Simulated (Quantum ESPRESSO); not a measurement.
# NiAgO2: parallel and opposed starts, part 3 of 3

Aim: find out which collinear order of NiAgO2 costs least.

Quantum ESPRESSO 7.5; LDA with U = 6 eV on Ni d (ortho-atomic projectors); plane waves with GBRV 1.5 LDA potentials, no spin-orbit coupling.

So far. Step 4 (Energies of the orders): An order is kept where moments of 0.15 μB or more survive with the typed signs; meshes match where a doubled cell samples the same k points as the first cell.

## 6. Another way to count moments

Level of this step: LDA with U = 6 eV on Ni d (ortho-atomic projectors); plane waves with GBRV 1.5 LDA potentials, no spin-orbit coupling, projections on orthogonalised atomic orbitals (Quantum ESPRESSO).

projwfc.x projects the saved states on orthogonalised atomic orbitals of the pseudopotential files.

Log:

```text
[banner, memory and clock lines left out]
Program PROJWFC v.7.5 starts

     [... lines left out ...]
     IMPORTANT: XC functional enforced from input :
     Exchange-correlation= PZ
                           (   1   1   0   0   0   0   0)
     Any further DFT definition will be discarded
     Please, verify this is what you really want

     G-vector sticks info

     Check: negative core charge=   -0.000008

     Gaussian broadening (read from input): ngauss,degauss=   0    0.010000

     Calling projwave ....

  Problem Sizes
  natomwfc =           68
  nbnd     =           68
  nkstot   =           40
  npwx     =         2792
  nkb      =          124

     Atomic states used for projection
     (read from pseudopotential files):

     state #   1: atom   1 (Ni ), wfc  1 (l=0 m= 1)
     state #   2: atom   1 (Ni ), wfc  2 (l=1 m= 1)
     state #   3: atom   1 (Ni ), wfc  2 (l=1 m= 2)
     state #   4: atom   1 (Ni ), wfc  2 (l=1 m= 3)
     state #   5: atom   1 (Ni ), wfc  3 (l=2 m= 1)
     state #   6: atom   1 (Ni ), wfc  3 (l=2 m= 2)
     state #   7: atom   1 (Ni ), wfc  3 (l=2 m= 3)
     state #   8: atom   1 (Ni ), wfc  3 (l=2 m= 4)
     state #   9: atom   1 (Ni ), wfc  3 (l=2 m= 5)
     state #  10: atom   1 (Ni ), wfc  4 (l=0 m= 1)
     state #  11: atom   1 (Ni ), wfc  5 (l=1 m= 1)
     state #  12: atom   1 (Ni ), wfc  5 (l=1 m= 2)
     state #  13: atom   1 (Ni ), wfc  5 (l=1 m= 3)
     state #  14: atom   2 (Ni ), wfc  1 (l=0 m= 1)
     state #  15: atom   2 (Ni ), wfc  2 (l=1 m= 1)
     state #  16: atom   2 (Ni ), wfc  2 (l=1 m= 2)
     state #  17: atom   2 (Ni ), wfc  2 (l=1 m= 3)
     state #  18: atom   2 (Ni ), wfc  3 (l=2 m= 1)
     state #  19: atom   2 (Ni ), wfc  3 (l=2 m= 2)
     state #  20: atom   2 (Ni ), wfc  3 (l=2 m= 3)
     state #  21: atom   2 (Ni ), wfc  3 (l=2 m= 4)
     state #  22: atom   2 (Ni ), wfc  3 (l=2 m= 5)
     state #  23: atom   2 (Ni ), wfc  4 (l=0 m= 1)
     state #  24: atom   2 (Ni ), wfc  5 (l=1 m= 1)
     state #  25: atom   2 (Ni ), wfc  5 (l=1 m= 2)
     state #  26: atom   2 (Ni ), wfc  5 (l=1 m= 3)
     state #  27: atom   3 (Ag ), wfc  1 (l=0 m= 1)
     state #  28: atom   3 (Ag ), wfc  2 (l=1 m= 1)
     state #  29: atom   3 (Ag ), wfc  2 (l=1 m= 2)
     state #  30: atom   3 (Ag ), wfc  2 (l=1 m= 3)
     state #  31: atom   3 (Ag ), wfc  3 (l=2 m= 1)
     state #  32: atom   3 (Ag ), wfc  3 (l=2 m= 2)
     state #  33: atom   3 (Ag ), wfc  3 (l=2 m= 3)
     state #  34: atom   3 (Ag ), wfc  3 (l=2 m= 4)
     state #  35: atom   3 (Ag ), wfc  3 (l=2 m= 5)
     state #  36: atom   3 (Ag ), wfc  4 (l=0 m= 1)
     state #  37: atom   3 (Ag ), wfc  5 (l=1 m= 1)
     state #  38: atom   3 (Ag ), wfc  5 (l=1 m= 2)
     state #  39: atom   3 (Ag ), wfc  5 (l=1 m= 3)
     state #  40: atom   4 (Ag ), wfc  1 (l=0 m= 1)
     state #  41: atom   4 (Ag ), wfc  2 (l=1 m= 1)
     state #  42: atom   4 (Ag ), wfc  2 (l=1 m= 2)
     state #  43: atom   4 (Ag ), wfc  2 (l=1 m= 3)
     state #  44: atom   4 (Ag ), wfc  3 (l=2 m= 1)
     state #  45: atom   4 (Ag ), wfc  3 (l=2 m= 2)
     state #  46: atom   4 (Ag ), wfc  3 (l=2 m= 3)
     state #  47: atom   4 (Ag ), wfc  3 (l=2 m= 4)
     state #  48: atom   4 (Ag ), wfc  3 (l=2 m= 5)
     state #  49: atom   4 (Ag ), wfc  4 (l=0 m= 1)
     state #  50: atom   4 (Ag ), wfc  5 (l=1 m= 1)
     state #  51: atom   4 (Ag ), wfc  5 (l=1 m= 2)
     state #  52: atom   4 (Ag ), wfc  5 (l=1 m= 3)
     state #  53: atom   5 (O  ), wfc  1 (l=0 m= 1)
     state #  54: atom   5 (O  ), wfc  2 (l=1 m= 1)
     state #  55: atom   5 (O  ), wfc  2 (l=1 m= 2)
     state #  56: atom   5 (O  ), wfc  2 (l=1 m= 3)
     state #  57: atom   6 (O  ), wfc  1 (l=0 m= 1)
     state #  58: atom   6 (O  ), wfc  2 (l=1 m= 1)
     state #  59: atom   6 (O  ), wfc  2 (l=1 m= 2)
     state #  60: atom   6 (O  ), wfc  2 (l=1 m= 3)
     state #  61: atom   7 (O  ), wfc  1 (l=0 m= 1)
     state #  62: atom   7 (O  ), wfc  2 (l=1 m= 1)
     state #  63: atom   7 (O  ), wfc  2 (l=1 m= 2)
[...]
spin up      =   9.5130, p =  3.5102, pz=  1.1579, px=  1.1762, py=  1.1762,
                 spin up      =   9.5130, d =  4.7872, dz2=  0.9927, dxz=  0.9394, dyz=  0.9394, dx2-y2=  0.9579, dxy=  0.9579,
                 spin down    =   8.1149, s =  1.2043,
                 spin down    =   8.1149, p =  3.4906, pz=  1.1497, px=  1.1704, py=  1.1704,
                 spin down    =   8.1149, d =  3.4200, dz2=  0.9898, dxz=  0.5092, dyz=  0.5092, dx2-y2=  0.7059, dxy=  0.7059,
                 polarization =   1.3981, s =  0.0112, p =  0.0197, d =  1.3672,
     Atom #   3: total charge =  18.8697, s =  2.4596, p =  6.8414, d =  9.5687,
                 spin up      =   9.3944, s =  1.2254,
                 spin up      =   9.3944, p =  3.4343, pz=  1.1575, px=  1.1384, py=  1.1384,
                 spin up      =   9.3944, d =  4.7347, dz2=  0.8274, dxz=  0.9781, dyz=  0.9781, dx2-y2=  0.9755, dxy=  0.9755,
                 spin down    =   9.4753, s =  1.2342,
                 spin down    =   9.4753, p =  3.4071, pz=  1.1506, px=  1.1283, py=  1.1283,
                 spin down    =   9.4753, d =  4.8340, dz2=  0.8868, dxz=  0.9935, dyz=  0.9935, dx2-y2=  0.9801, dxy=  0.9801,
                 polarization =  -0.0809, s = -0.0088, p =  0.0272, d = -0.0993,
     Atom #   4: total charge =  18.8697, s =  2.4596, p =  6.8414, d =  9.5687,
                 spin up      =   9.3944, s =  1.2254,
                 spin up      =   9.3944, p =  3.4343, pz=  1.1575, px=  1.1384, py=  1.1384,
                 spin up      =   9.3944, d =  4.7347, dz2=  0.8274, dxz=  0.9781, dyz=  0.9781, dx2-y2=  0.9755, dxy=  0.9755,
                 spin down    =   9.4753, s =  1.2342,
                 spin down    =   9.4753, p =  3.4071, pz=  1.1506, px=  1.1283, py=  1.1283,
                 spin down    =   9.4753, d =  4.8340, dz2=  0.8868, dxz=  0.9935, dyz=  0.9935, dx2-y2=  0.9801, dxy=  0.9801,
                 polarization =  -0.0809, s = -0.0088, p =  0.0272, d = -0.0993,
     Atom #   5: total charge =   6.2255, s =  1.6473, p =  4.5782, d =  0.0000,
                 spin up      =   3.0349, s =  0.8321,
                 spin up      =   3.0349, p =  2.2027, pz=  0.7325, px=  0.7351, py=  0.7351,
                 spin up      =   3.0349, d =  0.0000, dz2=  0.0000, dxz=  0.0000, dyz=  0.0000, dx2-y2=  0.0000, dxy=  0.0000,
                 spin down    =   3.1907, s =  0.8152,
                 spin down    =   3.1907, p =  2.3754, pz=  0.7664, px=  0.8045, py=  0.8045,
                 spin down    =   3.1907, d =  0.0000, dz2=  0.0000, dxz=  0.0000, dyz=  0.0000, dx2-y2=  0.0000, dxy=  0.0000,
                 polarization =  -0.1558, s =  0.0169, p = -0.1727, d =  0.0000,
     Atom #   6: total charge =   6.2255, s =  1.6473, p =  4.5782, d =  0.0000,
                 spin up      =   3.0349, s =  0.8321,
                 spin up      =   3.0349, p =  2.2027, pz=  0.7325, px=  0.7351, py=  0.7351,
                 spin up      =   3.0349, d =  0.0000, dz2=  0.0000, dxz=  0.0000, dyz=  0.0000, dx2-y2=  0.0000, dxy=  0.0000,
                 spin down    =   3.1907, s =  0.8152,
                 spin down    =   3.1907, p =  2.3754, pz=  0.7664, px=  0.8045, py=  0.8045,
                 spin down    =   3.1907, d =  0.0000, dz2=  0.0000, dxz=  0.0000, dyz=  0.0000, dx2-y2=  0.0000, dxy=  0.0000,
                 polarization =  -0.1558, s =  0.0169, p = -0.1727, d =  0.0000,
     Atom #   7: total charge =   6.2255, s =  1.6473, p =  4.5782, d =  0.0000,
                 spin up      =   3.0349, s =  0.8321,
                 spin up      =   3.0349, p =  2.2027, pz=  0.7325, px=  0.7351, py=  0.7351,
                 spin up      =   3.0349, d =  0.0000, dz2=  0.0000, dxz=  0.0000, dyz=  0.0000, dx2-y2=  0.0000, dxy=  0.0000,
                 spin down    =   3.1907, s =  0.8152,
                 spin down    =   3.1907, p =  2.3754, pz=  0.7664, px=  0.8045, py=  0.8045,
                 spin down    =   3.1907, d =  0.0000, dz2=  0.0000, dxz=  0.0000, dyz=  0.0000, dx2-y2=  0.0000, dxy=  0.0000,
                 polarization =  -0.1558, s =  0.0169, p = -0.1727, d =  0.0000,
     Atom #   8: total charge =   6.2255, s =  1.6473, p =  4.5782, d =  0.0000,
                 spin up      =   3.0349, s =  0.8321,
                 spin up      =   3.0349, p =  2.2027, pz=  0.7325, px=  0.7351, py=  0.7351,
                 spin up      =   3.0349, d =  0.0000, dz2=  0.0000, dxz=  0.0000, dyz=  0.0000, dx2-y2=  0.0000, dxy=  0.0000,
                 spin down    =   3.1907, s =  0.8152,
                 spin down    =   3.1907, p =  2.3754, pz=  0.7664, px=  0.8045, py=  0.8045,
                 spin down    =   3.1907, d =  0.0000, dz2=  0.0000, dxz=  0.0000, dyz=  0.0000, dx2-y2=  0.0000, dxy=  0.0000,
                 polarization =  -0.1558, s =  0.0169, p = -0.1727, d =  0.0000,
     Spilling Parameter:   0.0010
```

Elapsed: 2.4 s, on 4 MPI ranks of Arm Neoverse V1, shared host; peak memory 0.3 GiB; 10 s of CPU time.

| atom | moment in the sphere (μB) | Löwdin moment (μB) | Löwdin charge (e) |
| --- | --- | --- | --- |
| Ni1 | 1.342 | 1.398 | 17.628 |
| Ni2 | 1.342 | 1.398 | 17.628 |
| Ag3 | -0.100 | -0.081 | 18.870 |
| Ag4 | -0.100 | -0.081 | 18.870 |
| O5 | -0.134 | -0.156 | 6.226 |
| O6 | -0.134 | -0.156 | 6.226 |
| O7 | -0.134 | -0.156 | 6.226 |
| O8 | -0.134 | -0.156 | 6.226 |

## 7. Occupations of the corrected shells in the lowest state

Occupations of the Hubbard shells:

| block | type | shell | spin | electrons | occupation numbers |
| --- | --- | --- | --- | --- | --- |
| 1 | Ni | 3d | up | 4.787 | 0.905 0.905 0.992 0.992 0.993 |
| 1 | Ni | 3d | down | 3.42 | 0.223 0.223 0.990 0.992 0.992 |
| 2 | Ni | 3d | up | 4.787 | 0.905 0.905 0.992 0.992 0.993 |
| 2 | Ni | 3d | down | 3.42 | 0.223 0.223 0.990 0.992 0.992 |

## 8. What came out

* lowest state found: ferromagnetic (from ferro ++)
* largest site moment: 1.34 μB
* next state with moments: antiferromagnetic, 25.0 meV a seeded atom higher

What this shows: The smearing terms TS of the orders run from 14 to 27 meV a seeded atom, so the differences would change at a smaller width: an order with a larger TS is lowered more by the smearing. The largest moment reads 1.34 μB in the sphere and 1.40 μB by Löwdin projection; a site moment hangs on how space is shared out. This is the lowest of 2 collinear or spinless starts, no proof of the ground state. The smearing term is large for its width, so states at the Fermi level are partly filled: at this level the cell is a metal or has a gap of a few widths at most.

[Logs and program files are shortened in this print: banners, set-up blocks, solver, clock and traceback lines can be left out without a mark of their own.]

[Logs are printed without paths, hosts, clocks, repeated set-up lines and the standing remarks that a program may print on its own settings, such as how far it seeks lower states.]

[Hosts, paths, dates, database ids (printed as entryN), source tags and the programs' standing remarks are cut or masked in the printed files.]

[Where a cell is said to come from a database of computed structures, the database is the Materials Project.]
